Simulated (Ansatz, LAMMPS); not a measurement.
# Amorphous 88SiO2-12TiO2 (mol %) (96 atoms): geometry optimisation, part 3 of 3

Wanted: the relaxed structure of amorphous 88SiO2-12TiO2 (mol %) (96 atoms) and its electronic structure.

Ansatz 0.2.0; Kohn-Sham DFT, PBE, PAW (set soft_2), plane waves.

The cell: 28 Si, 4 Ti and 64 O. The quench rate of 50 K/ps is orders of magnitude faster than experiment. The starting topology of bonds comes from the classical model. Only the Γ point is sampled in the main run, in a cell whose shortest periodic width is 11 Å.

So far. Step 7 (K-mesh 2×2×2): Forces differ from those of the single point at the relaxed geometry by 2.7 meV/Å r.m.s.; the energy by -0.40 meV/atom. It took 3.8 min and 11 cycles; the reference's time can't be set against it, since the two runs asked for unlike analyses. Step 8 (Functional HSE06): Forces differ from those of the single point at the relaxed geometry by 189 meV/Å r.m.s.; the pressure by -5.1 GPa and the gap by +1.7 eV.

## (8) Functional HSE06 (continued)

Löwdin charges by element and coordination (they lack the spilled electrons, 0.069 e an atom on average):

| element | coordination | atoms | mean charge (e) | spread | least | most |
| --- | --- | --- | --- | --- | --- | --- |
| O | all | 64 | -0.795 | 0.0348 | -0.832 | -0.678 |
| O | 2 | 62 | -0.796 | 0.0345 | -0.832 | -0.678 |
| O | 3 | 2 | -0.788 | 0.0421 | -0.830 | -0.746 |
| Si | all | 28 | 1.82 | 0.0207 | 1.77 | 1.86 |
| Si | 4 | 27 | 1.83 | 0.0197 | 1.77 | 1.86 |
| Si | 5 | 1 | 1.79 | 0 | 1.79 | 1.79 |
| Ti | all | 4 | 1.62 | 0.0155 | 1.59 | 1.63 |
| Ti | 4 | 3 | 1.61 | 0.0151 | 1.59 | 1.63 |
| Ti | 5 | 1 | 1.63 | 0 | 1.63 | 1.63 |

Density of states as counts of states in windows of 1 eV (from the Fermi level), total and the larger projections:

| from (eV) | to (eV) | total | O p | Si p | Ti d |
| --- | --- | --- | --- | --- | --- |
| -18 | -13 | 0.0 | 0.0 | 0.0 | 0.0 |
| -13 | -12 | 8.4 | 5.6 | 0.3 | 0.0 |
| -12 | -11 | 15.1 | 10.2 | 0.8 | 0.1 |
| -11 | -10 | 16.3 | 11.5 | 1.5 | 0.1 |
| -10 | -9 | 19.7 | 14.6 | 3.1 | 0.1 |
| -9 | -8 | 38.3 | 29.3 | 6.9 | 0.6 |
| -8 | -7 | 37.7 | 29.0 | 4.6 | 1.9 |
| -7 | -6 | 42.1 | 35.9 | 2.7 | 1.2 |
| -6 | -5 | 68.3 | 61.4 | 2.3 | 1.9 |
| -5 | -4 | 76.4 | 71.5 | 1.6 | 1.2 |
| -4 | -3 | 53.6 | 51.6 | 0.6 | 0.4 |
| -3 | -2 | 8.0 | 7.7 | 0.2 | 0.0 |
| -2 | 2 | 0.0 | 0.0 | 0.0 | 0.0 |
| 2 | 3 | 17.8 | 2.4 | 0.4 | 14.1 |
| 3 | 4 | 17.3 | 2.4 | 0.6 | 11.2 |
| 4 | 5 | 6.9 | 1.0 | 0.3 | 4.1 |

Between -26 and -18 eV lie 128 more states.

The stored curve holds about 512 of the 544 electrons; the rest, give or take the few that broadening carries across the Fermi level, lie in deeper levels below its range.

The levels nearest the highest filled one (over half full), pooled over k-points and spins:

| level less the highest filled one (eV) | occupation |
| --- | --- |
| -1.06 | 2 |
| -0.924 | 2 |
| -0.602 | 2 |
| -0.477 | 2 |
| -0.228 | 2 |
| 0 | 2 |
| 4.36 | 0 |
| 4.56 | 0 |
| 4.61 | 0 |
| 4.81 | 0 |
| 4.82 | 0 |
| 4.90 | 0 |

## (9) Functional r2SCAN (500 eV)

The meta-GGA r2SCAN uses the kinetic energy density as well as the density and its gradient. Besides, the cutoff goes from 420 to 500 eV.

This step: Kohn-Sham DFT, r2SCAN, PAW (set soft_2), plane waves (Ansatz 0.2.0).

Contents of input.yaml:

```yaml
crystal:
  lattice:
    - [11.34955, 0.06099, 0.20227]
    - [0.06099, 10.66369, -0.33471]
    - [0.20227, -0.33471, 11.11734]
  atoms:
    [... the 96 atom lines of step 6 ...]
kpoints:
  mp_grid: { grid: [1, 1, 1] }
hamiltonian:
  xc: r2scan
scf:
  occupations: { method: fermi_dirac, width: 0.025 }
output:
  forces: true
  stress: true
  populations: true
  dos:
    method: { smearing: { sigma: 0.08 } }
    de: 0.05
    projected: { site_lists: { O: [O], Si: [Si], Ti: [Ti] } }
  eigenvalues: true
```

Run with:

```console
$ ansatz run input.yaml --threads 4 --pin off --max-ram 8192MiB --backend cpu --events-out ev --progress --plain --runs-dir out
```

Elapsed: 70 s, on 4 threads of Arm Neoverse V1, shared host; peak memory 3.8 GiB; 4.3 min of CPU time.

Geometry and reference: those of the single point at the relaxed geometry.

Forces differ from those of the single point at the relaxed geometry by 153 meV/Å r.m.s.; the pressure by -4.7 GPa and the gap by +0.35 eV. It took 70 s and 12 cycles; the reference's time can't be set against it, since the two runs asked for unlike analyses.

## (10) Functional PBEsol

PBEsol restores the gradient expansion of exchange for slowly varying densities and usually gives shorter bonds in solids than PBE.

This step: Kohn-Sham DFT, PBEsol, PAW (set soft_2), plane waves (Ansatz 0.2.0).

Changes to input.yaml since step 9:

```diff
@@ -10,3 +10,3 @@
 hamiltonian:
-  xc: r2scan
+  xc: pbesol
 scf:
```

Wall time 29 s (4 threads); peak memory 1.7 GiB; 1.7 min of CPU time.

Geometry and reference: those of the single point at the relaxed geometry.

Forces differ from those of the single point at the relaxed geometry by 68 meV/Å r.m.s.; the pressure by -2.8 GPa and the gap by +0.0066 eV.

## (11) The ladder side by side

Each row is set against the single point at the relaxed geometry (Kohn-Sham DFT, PBE, PAW (set soft_2), plane waves; r.m.s. force component 0.00501 eV/Å). Energies are set beside the reference only for runs with its functional, potentials and electron count. Times are for 4 threads of Arm Neoverse V1, shared host. The reference's time includes grids, which some other runs skip.

| run | Δ force, r.m.s. (meV/Å) | Δ energy (meV/atom) | Δ pressure (GPa) | Δ gap (eV) | cycles | time | host memory (GiB) |
| --- | --- | --- | --- | --- | --- | --- | --- |
| reference | - | - | - | - | 11 | 27 s | 1.7 |
| k-mesh 2×2×2 | 2.65 | -0.398 | 0.0023 | -8.0e-4 | 11 | 3.8 min | 6.4 |
| functional HSE06 | 189 | - | -5.08 | 1.72 | 20 | 6 min | 4.0 |
| functional r2SCAN (500 eV) | 153 | - | -4.74 | 0.349 | 12 | 70 s | 3.8 |
| functional PBEsol | 67.6 | - | -2.80 | 0.0066 | 12 | 29 s | 1.7 |

## (12) Results

* energy change in the relaxation: -54.41 meV/atom
* r.m.s. displacement: 0.293 Å
* largest displacement: 0.828 Å
* free energy per atom: -668.9406 eV/atom
* pressure: -0.004989 GPa
* r.m.s. force component: 0.00501 eV/Å
* gap (highest filled to lowest empty level): 2.647 eV
* wall time of the 7 DFT runs: 21 min

What this shows: Relaxation lowers the energy by 54.4 meV/atom and moves atoms by 0.29 Å r.m.s.; the r.m.s. force component goes from 0.86 to 0.0050 eV/Å. Displacements are taken in the final cell, so they leave out its strain. By the final cutoffs 0 of 128 bonded pairs parted and 2 joined. The cell shrank by 5.3 % in volume. From the first step to the last the energy fell by 5.224 eV, across changes of basis, and the largest move was 0.83 Å (O74). The O-Ti bonds change most in mean length: from 1.800 Å (spread 0.028) to 1.869 Å (spread 0.147), and their number from 16 to 17. Counting bonds as in the table, 97 % of O atoms have 2, 96 % of Si atoms have 4 and 75 % of Ti atoms have 4 bonded neighbours. Counting bonds to Si alone, not to Ti, 73 % of the oxygens join two of these atoms and 25 % one; 2 % join three. The highest filled and lowest empty levels differ by 2.65 eV (at Γ alone); a semilocal functional tends to put such gaps too low. In a disordered cell it changes from sample to sample, and tail or defect levels can set it.

Among the changes of functional, dispersion, potentials or spin set against this reference, functional HSE06 moves the forces most, by 189 meV/Å r.m.s. The gap changes by +1.72 eV with HSE06.

What to keep in mind: The starting topology of bonds comes from the classical model; in DFT 0 of its 128 bonded pairs passed out of the cutoffs and 2 came within them.

[Logs are printed without paths, hosts, clocks, repeated set-up lines and the standing remarks that a program may print on its own settings, such as how far it seeks lower states.]

[Hosts, paths, dates, database ids (printed as entryN), source tags and the programs' standing remarks are cut or masked in the printed files.]
